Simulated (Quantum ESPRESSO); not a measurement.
# Canted and collinear textures of NiS

The moments of NiS start in several directions and relax. Which textures last, and at what energy?

Calculated with Quantum ESPRESSO 7.5; LDA with U = 6 eV on Ni d (ortho-atomic projectors); plane waves with GBRV 1.5 LDA potentials, no spin-orbit coupling.

The database entry behind the starting cell differs from later determinations by our own check (about 0.4 % short), so it need not match the best structure at ambient conditions.

### 1. Set-up

It takes space group P6_3/mmc (No. 194, hexagonal). Conventional cell: a = 3.425 Å, b = 3.425 Å, c = 5.340 Å, α = 90.00°, β = 90.00°, γ = 120.00°. Nearest to Ni lie 6 S at 2.39 Å and 2 Ni at 2.67 Å. Nearest to S lie 6 Ni at 2.39 Å. Farther neighbours and most contacts between anions are not listed.

Structure file:

```cif
data_structure
_symmetry_space_group_name_H-M 'P6_3/mmc'
_symmetry_Int_Tables_number 194
_cell_length_a 3.4250
_cell_length_b 3.4250
_cell_length_c 5.3400
_cell_angle_alpha 90.000
_cell_angle_beta 90.000
_cell_angle_gamma 120.000
_cell_volume 54.25
loop_
_atom_site_label
_atom_site_type_symbol
_atom_site_symmetry_multiplicity
_atom_site_Wyckoff_symbol
_atom_site_fract_x
_atom_site_fract_y
_atom_site_fract_z
_atom_site_occupancy
Ni1 Ni 2 a 0.00000 0.00000 0.00000 1
S1 S 2 c 0.33333 0.66667 0.25000 1
```

The cell comes from the Crystallography Open Database.

### 2. Start 1: collinear parallel

pw.in

```
&CONTROL
  calculation = 'scf'
  prefix = 'pwscf'
  outdir = './tmp'
  pseudo_dir = './pseudo'
  disk_io = 'nowf'
/
&SYSTEM
  ibrav = 0
  celldm(1) = 8
  nat = 4
  ntyp = 2
  ecutwfc = 34
  ecutrho = 238
  nbnd = 66
  occupations = 'smearing'
  smearing = 'fd'
  degauss = 0.00734986
  noncolin = .true.
  starting_magnetization(1) = 0.1111
  angle1(1) = 0
  angle2(1) = 0
  starting_magnetization(2) = 0
  nosym = .true.
/
&ELECTRONS
  conv_thr = 4d-08
  electron_maxstep = 150
  mixing_beta = 0.3
/
ATOMIC_SPECIES
Ni     58.6934 ni_lda_v1.4.uspp.F.UPF
S      32.0600 s_lda_v1.4.uspp.F.UPF
CELL_PARAMETERS alat
   0.8090389971054    0.0000000000000    0.0000000000000
  -0.4045194985527    0.7006483241546    0.0000000000000
   0.0000000000000    0.0000000000000    1.2613921881877
ATOMIC_POSITIONS crystal
Ni      0.0000000000    0.0000000000    0.0000000000
Ni      0.0000000000    0.0000000000    0.5000000000
S       0.3333333333    0.6666666667    0.2500000000
S       0.6666666667    0.3333333333    0.7500000000
K_POINTS automatic
5 5 3 0 0 0
HUBBARD {ortho-atomic}
U Ni-3d 6.0000
```

Launch:

```
$ OMP_NUM_THREADS=1 mpirun -n 4 pw.x -nk 4 -in pw.in > pw.out
```

What it wrote:

```text
Program PWSCF v.7.5 starts

     K-points division:     npool     =       4
     Subspace diagonalization in iterative solution of the eigenvalue problem:

     bravais-lattice index     =            0
     lattice parameter (alat)  =       8.0000  a.u.
     unit-cell volume          =     366.0915 (a.u.)^3
     number of atoms/cell      =            4
     number of atomic types    =            2
     number of electrons       =        48.00
     number of Kohn-Sham states=           66
     kinetic-energy cutoff     =      34.0000  Ry
     charge density cutoff     =     238.0000  Ry
     scf convergence threshold =      4.0E-08
     mixing beta               =       0.3000
     number of iterations used =            8  plain     mixing
     Exchange-correlation=  SLA  PZ   NOGX NOGC
                           (   1   1   0   0   0   0   0)
     Noncollinear calculation without spin-orbit

     Hubbard projectors: ortho-atomic
     Hubbard parameters of DFT+U (Dudarev formulation) in eV:
     U(Ni-3d) =  6.0000

     Internal variables: lda_plus_u =T, lda_plus_u_kind = 0

     Internal variables: orbital_resolved =F, hub_pot_fix =F, apply_U = F

     celldm(1)=   8.000000  celldm(2)=   0.000000  celldm(3)=   0.000000
     celldm(4)=   0.000000  celldm(5)=   0.000000  celldm(6)=   0.000000

     crystal axes: (cart. coord. in units of alat)
               a(1) = (   0.809039   0.000000   0.000000 )
               a(2) = (  -0.404519   0.700648   0.000000 )
               a(3) = (   0.000000   0.000000   1.261392 )

     reciprocal axes: (cart. coord. in units 2 pi/alat)
               b(1) = (  1.236034  0.713625 -0.000000 )
               b(2) = (  0.000000  1.427250  0.000000 )
               b(3) = (  0.000000 -0.000000  0.792775 )

     PseudoPot. # 1 for Ni read from file:
     ni_lda_v1.4.uspp.F.UPF
     Pseudo is Ultrasoft + core correction, Zval = 18.0

     PseudoPot. # 2 for S  read from file:
     s_lda_v1.4.uspp.F.UPF
     Pseudo is Ultrasoft + core correction, Zval =  6.0

     atomic species   valence    mass     pseudopotential
     Ni               18.00    58.69340     Ni( 1.00)
     S                 6.00    32.06000     S ( 1.00)

     No symmetry found

   Cartesian axes

     site n.     atom                  positions (alat units)
         1        Ni     tau(   1) = (   0.0000000   0.0000000   0.0000000  )
         2        Ni     tau(   2) = (   0.0000000   0.0000000   0.6306961  )
         3        S      tau(   3) = (  -0.0000000   0.4670989   0.3153480  )
         4        S      tau(   4) = (   0.4045195   0.2335494   0.9460441  )

     number of k points=    75  Fermi-Dirac smearing, width (Ry)=  0.0073
                       cart. coord. in units 2pi/alat
        k(    1) = (   0.0000000   0.0000000   0.0000000), wk =   0.0133333
        k(    2) = (   0.0000000   0.0000000   0.2642583), wk =   0.0133333
        k(    3) = (   0.0000000   0.0000000  -0.2642583), wk =   0.0133333
        k(    4) = (   0.0000000   0.2854499   0.0000000), wk =   0.0133333
        k(    5) = (   0.0000000   0.2854499   0.2642583), wk =   0.0133333
        [... 70 further k-points ...]

     Dense  grid:    22669 G-vectors     FFT dimensions: (  32,  32,  50)

     Smooth grid:     9769 G-vectors     FFT dimensions: (  25,  25,  40)

     Check: negative core charge=   -0.000007
     Generating pointlists ...
     new r_m :   0.2325 (alat units)  1.8598 (a.u.) for type    1
     new r_m :   0.2325 (alat units)  1.8598 (a.u.) for type    2

     Initial potential from superposition of free atoms

     starting charge      43.9999, renormalised to      48.0000

     STARTING HUBBARD OCCUPATIONS:

     ================= HUBBARD OCCUPATIONS ================
     ------------------------ ATOM    1 ------------------------
     Tr[ns(  1)] (up, down, total) =   5.00000  3.00000  8.00000
     [... lines left out ...]
     Atomic magnetic moment mx, my, mz =     0.000000    0.000000    2.000000
     ------------------------ ATOM    2 ------------------------
     Tr[ns(  2)] (up, down, total) =   5.00000  3.00000  8.00000
     [... lines left out ...]
     Atomic magnetic moment mx, my, mz =     0.000000    0.000000    2.000000

     Number of occupied Hubbard levels =   16.0000

 ==============================================================================
     atom number    1 relative position :    0.0000   0.0000   0.0000
     charge :    17.314588  (integrated on a sphere of radius 0.232)
     magnetization :          0.000000    0.000000    1.890847
     magnetization/charge:    0.000000    0.000000    0.109205
     polar coord.: r, theta, phi [deg] :     1.890847    0.000000  360.000000

 ==============================================================================

 ==============================================================================
     atom number    2 relative position :    0.0000   0.0000   0.6307
     charge :    17.314588  (integrated on a sphere of radius 0.232)
     magnetization :          0.000000    0.000000    1.890847
     magnetization/charge:    0.000000    0.000000    0.109205
     polar coord.: r, theta, phi [deg] :     1.890847    0.000000  360.000000

[...]
polar coord.: r, theta, phi [deg] :     0.002875    0.000000  360.000000

 ==============================================================================

 ==============================================================================
     atom number    4 relative position :    0.4045   0.2335   0.9460
     charge :     4.097356  (integrated on a sphere of radius 0.232)
     magnetization :          0.000000    0.000000    0.002875
     magnetization/charge:    0.000000    0.000000    0.000702
     polar coord.: r, theta, phi [deg] :     0.002875    0.000000  360.000000

 ==============================================================================

     Atomic wfc used for Hubbard projectors are orthogonalized

     Starting wfcs are   68 randomized atomic wfcs

     Self-consistent Calculation

     iteration #  1     ecut=    34.00 Ry     beta= 0.30
     Davidson diagonalization with overlap
     ethr =  1.00E-02,  avg # of iterations =  6.8

     ================= HUBBARD OCCUPATIONS ================
     ------------------------ ATOM    1 ------------------------
     Tr[ns(  1)] (up, down, total) =   1.38577  0.64593  2.03170
     [... lines left out ...]
     Atomic magnetic moment mx, my, mz =    -0.000000   -0.000000    0.739840
     ------------------------ ATOM    2 ------------------------
     Tr[ns(  2)] (up, down, total) =   1.38513  0.64575  2.03088
     [... lines left out ...]
     Atomic magnetic moment mx, my, mz =    -0.000000    0.000000    0.739374

     Number of occupied Hubbard levels =    4.0626

     total energy              =    -706.25813401 Ry
     estimated scf accuracy    <      89.36272109 Ry

     total magnetization       =     0.00    -0.00     1.08 Bohr mag/cell
     absolute magnetization    =     1.83 Bohr mag/cell

     iteration #  2     ecut=    34.00 Ry     beta= 0.30
     Davidson diagonalization with overlap
     ethr =  1.00E-02,  avg # of iterations =  3.1

     total energy              =    -732.03675932 Ry
     estimated scf accuracy    <      32.25433545 Ry

     total magnetization       =     0.00     0.00     0.09 Bohr mag/cell
     absolute magnetization    =     0.16 Bohr mag/cell

     [... further iterations left out ...]

     iteration # 38     ecut=    34.00 Ry     beta= 0.30
     Davidson diagonalization with overlap
     ethr =  1.11E-10,  avg # of iterations =  1.4

     total energy              =    -734.17232647 Ry
     estimated scf accuracy    <       0.00000004 Ry

     total magnetization       =     0.00    -0.00     0.00 Bohr mag/cell
     absolute magnetization    =     0.01 Bohr mag/cell

     iteration # 39     ecut=    34.00 Ry     beta= 0.30
     Davidson diagonalization with overlap
     ethr =  8.55E-11,  avg # of iterations =  1.0

 ==============================================================================
     atom number    1 relative position :    0.0000   0.0000   0.0000
     charge :    16.548808  (integrated on a sphere of radius 0.232)
     magnetization :          0.000000   -0.000000    0.000588
     magnetization/charge:    0.000000   -0.000000    0.000036
     polar coord.: r, theta, phi [deg] :     0.000588    0.000004  360.000000

 ==============================================================================

 ==============================================================================
     atom number    2 relative position :    0.0000   0.0000   0.6307
     charge :    16.548862  (integrated on a sphere of radius 0.232)
     magnetization :         -0.000000    0.000000    0.000148
     magnetization/charge:   -0.000000    0.000000    0.000009
     polar coord.: r, theta, phi [deg] :     0.000148    0.000016  360.000000

 ==============================================================================

 ==============================================================================
     atom number    3 relative position :   -0.0000   0.4671   0.3153
     charge :     3.988568  (integrated on a sphere of radius 0.232)
     magnetization :          0.000000   -0.000000    0.000049
     magnetization/charge:    0.000000   -0.000000    0.000012
     polar coord.: r, theta, phi [deg] :     0.000049    0.000000  360.000000

 ==============================================================================

 ==============================================================================
     atom number    4 relative position :    0.4045   0.2335   0.9460
     charge :     3.988576  (integrated on a sphere of radius 0.232)
     magnetization :          0.000000   -0.000000    0.000049
     magnetization/charge:    0.000000   -0.000000    0.000012
     polar coord.: r, theta, phi [deg] :     0.000049    0.000000  360.000000

 ==============================================================================

     End of self-consistent calculation

     ================= HUBBARD OCCUPATIONS ================
     ------------------------ ATOM    1 ------------------------
     Tr[ns(  1)] (up, down, total) =   4.40943  4.40885  8.81828
     [... lines left out ...]
     Atomic magnetic moment mx, my, mz =     0.000000   -0.000000    0.000582
     ------------------------ ATOM    2 ------------------------
     Tr[ns(  2)] (up, down, total) =   4.40923  4.40910  8.81833
     [... lines left out ...]
     Atomic magnetic moment mx, my, mz =    -0.000000    0.000000    0.000131

     Number of occupied Hubbard levels =   17.6366
     [... lines left out ...]
     the Fermi energy is    12.1812 ev

!    total energy              =    -734.17232651 Ry
     estimated scf accuracy    <       0.00000004 Ry
     smearing contrib. (-TS)   =      -0.00675774 Ry
     internal energy E=F+TS    =    -734.16556877 Ry

     The total energy is F=E-TS. E is the sum of the following terms:
     one-electron contribution =    -521.55562679 Ry
     hartree contribution      =     286.62033782 Ry
     xc contribution           =     -87.24274137 Ry
     ewald contribution        =    -412.40287980 Ry
     Hubbard energy            =       0.41534138 Ry

     total magnetization       =     0.00    -0.00     0.00 Bohr mag/cell
     absolute magnetization    =     0.01 Bohr mag/cell

     convergence has been achieved in  39 iterations

=------------------------------------------------------------------------------=
   JOB DONE.
=------------------------------------------------------------------------------=
```

Run time: 2.9 min. Hardware: 4 MPI ranks of Arm Neoverse V2, shared host; peak memory 0.59 GiB; 11 min of CPU time.

Spin moment in the atom's sphere by atom:

```
atom  x (μB)  y (μB)  z (μB)    size
 Ni1  0.0000  0.0000  0.0006  0.0006
 Ni2  0.0000  0.0000  0.0001  0.0001
  S3  0.0000  0.0000  0.0000  0.0000
  S4  0.0000  0.0000  0.0000  0.0000
```

Numbers from this step:

```yaml
smearing_term_ts: 0.09194 eV
magnetization: 0, 0, 0.001 μB
absolute_magnetization: 0.007 μB
final_state: non-magnetic
```

### 3. Start 2: two sublattices 30 degrees apart

Changes to pw.in since step 2:

```diff
@@ -11,3 +11,3 @@
   nat = 4
-  ntyp = 2
+  ntyp = 3
   ecutwfc = 34
@@ -20,5 +20,8 @@
   starting_magnetization(1) = 0.1111
-  angle1(1) = 0
+  angle1(1) = 90
   angle2(1) = 0
-  starting_magnetization(2) = 0
+  starting_magnetization(2) = 0.1111
+  angle1(2) = 90
+  angle2(2) = 29.999
+  starting_magnetization(3) = 0
   nosym = .true.
@@ -31,3 +34,4 @@
 ATOMIC_SPECIES
-Ni     58.6934 ni_lda_v1.4.uspp.F.UPF
+Ni1    58.6934 ni_lda_v1.4.uspp.F.UPF
+Ni2    58.6934 ni_lda_v1.4.uspp.F.UPF
 S      32.0600 s_lda_v1.4.uspp.F.UPF
@@ -38,4 +42,4 @@
 ATOMIC_POSITIONS crystal
-Ni      0.0000000000    0.0000000000    0.0000000000
-Ni      0.0000000000    0.0000000000    0.5000000000
+Ni1     0.0000000000    0.0000000000    0.0000000000
+Ni2     0.0000000000    0.0000000000    0.5000000000
 S       0.3333333333    0.6666666667    0.2500000000
@@ -45,2 +49,3 @@
 HUBBARD {ortho-atomic}
-U Ni-3d 6.0000
+U Ni1-3d 6.0000
+U Ni2-3d 6.0000
```

What it wrote:

```text
     [... lines left out ...]
Program PWSCF v.7.5 starts
     [... lines left out ...]
     number of atoms/cell      =            4
     [... lines left out ...]
     number of electrons       =        48.00
     number of Kohn-Sham states=           66
     kinetic-energy cutoff     =      34.0000  Ry
     charge density cutoff     =     238.0000  Ry
     scf convergence threshold =      4.0E-08
     [... lines left out ...]
     Noncollinear calculation without spin-orbit
     [... lines left out ...]
     No symmetry found
     [... lines left out ...]
     number of k points=    75  Fermi-Dirac smearing, width (Ry)=  0.0073
     [... lines left out ...]
     iteration # 39     ecut=    34.00 Ry     beta= 0.30
     [... lines left out ...]
     atom number    1 relative position :    0.0000   0.0000   0.0000
     [... lines left out ...]
     magnetization :          0.297576   -1.227252   -0.000264
     [... lines left out ...]
     atom number    2 relative position :    0.0000   0.0000   0.6307
     [... lines left out ...]
     magnetization :         -0.297823    1.227158    0.000219
     [... lines left out ...]
     atom number    3 relative position :   -0.0000   0.4671   0.3153
     [... lines left out ...]
     magnetization :         -0.000026    0.000007   -0.000003
     [... lines left out ...]
     atom number    4 relative position :    0.4045   0.2335   0.9460
     [... lines left out ...]
     magnetization :         -0.000026    0.000007   -0.000003
     [... lines left out ...]
     Tr[ns(  1)] (up, down, total) =   4.27080  4.27106  8.54186
     [... lines left out ...]
     Tr[ns(  2)] (up, down, total) =   4.27105  4.27083  8.54188
     [... lines left out ...]
     the Fermi energy is    12.5289 ev
!    total energy              =    -734.24351909 Ry
     estimated scf accuracy    <       0.00000001 Ry
     smearing contrib. (-TS)   =      -0.00014682 Ry
     [... lines left out ...]
     total magnetization       =    -0.00    -0.00    -0.00 Bohr mag/cell
     absolute magnetization    =     2.86 Bohr mag/cell
     convergence has been achieved in  39 iterations
```

Run time: 3 min. Hardware: 4 MPI ranks; peak memory 0.6 GiB.

Spin moment in the atom's sphere by atom:

```
atom  x (μB)  y (μB)  z (μB)  size
 Ni1    0.30   -1.23    0.00  1.26
 Ni2   -0.30    1.23    0.00  1.26
  S3    0.00    0.00    0.00  0.00
  S4    0.00    0.00    0.00  0.00
```

This step gave:

| Quantity | Value |
| --- | --- |
| smearing term TS | 0.001998 eV |
| magnetization | 0, 0, 0 μB |
| absolute magnetization | 2.858 μB |
| final state | antiferromagnetic |

Valence density in the ac plane at fractional y = 0.000, with atoms of Ni within 0.2 Å of it. It is the smooth field of the valence electrons, not physical close to the nuclei.

Values in e/Å³, 21 rows by 14 columns, each cell a mean:
```
36 21  5  1  0  0  0  0  0  0  1  2 12 32
14  7  2  1  0  0  0  0  0  0  0  1  4 12
 2  1  1  0  0  0  0  0  0  0  0  0  1  2
 0  0  0  0  0  0  0  0  0  0  0  0  0  0
 0  0  0  0  0  0  0  0  0  0  0  0  0  0
 0  0  0  0  0  0  0  0  0  0  0  0  0  0
 0  0  0  0  0  0  0  0  0  0  0  0  0  0
 2  1  1  0  0  0  0  0  0  0  0  0  1  2
13  6  2  1  0  0  0  0  0  0  0  1  4 10
35 20  5  1  0  0  0  0  0  0  1  2 11 30
39 26  6  1  0  0  0  0  0  0  1  3 15 37
27 13  3  1  0  0  0  0  0  0  0  2  7 22
 6  3  1  0  0  0  0  0  0  0  0  1  2  5
 1  1  0  0  0  0  0  0  0  0  0  0  1  1
 0  0  0  0  0  0  0  0  0  0  0  0  0  0
 0  0  0  0  0  0  0  0  0  0  0  0  0  0
 0  0  0  0  0  0  0  0  0  0  0  0  0  0
 1  1  0  0  0  0  0  0  0  0  0  0  1  1
 5  3  1  0  0  0  0  0  0  0  0  1  2  4
25 12  3  1  0  0  0  0  0  0  0  2  7 20
39 25  6  1  0  0  0  0  0  0  1  3 15 36
```
Columns run along a (3.4 Å), rows up along c (5.3 Å). Atoms in or near the plane, at fractional coordinates: Ni at (0.00, 0.00), Ni at (0.00, 0.50).

(Continued in part 2 of 2.)

[Logs and program files are shortened in this print: banners, set-up blocks, solver, clock and traceback lines can be left out without a mark of their own.]

[Logs are printed without paths, hosts, clocks, repeated set-up lines and the standing remarks that a program may print on its own settings, such as how far it seeks lower states.]

[Hosts, paths, dates, database ids (printed as entryN), source tags and the programs' standing remarks are cut or masked in the printed files.]

[Where a cell is said to come from a database of computed structures, the database is the Materials Project.]
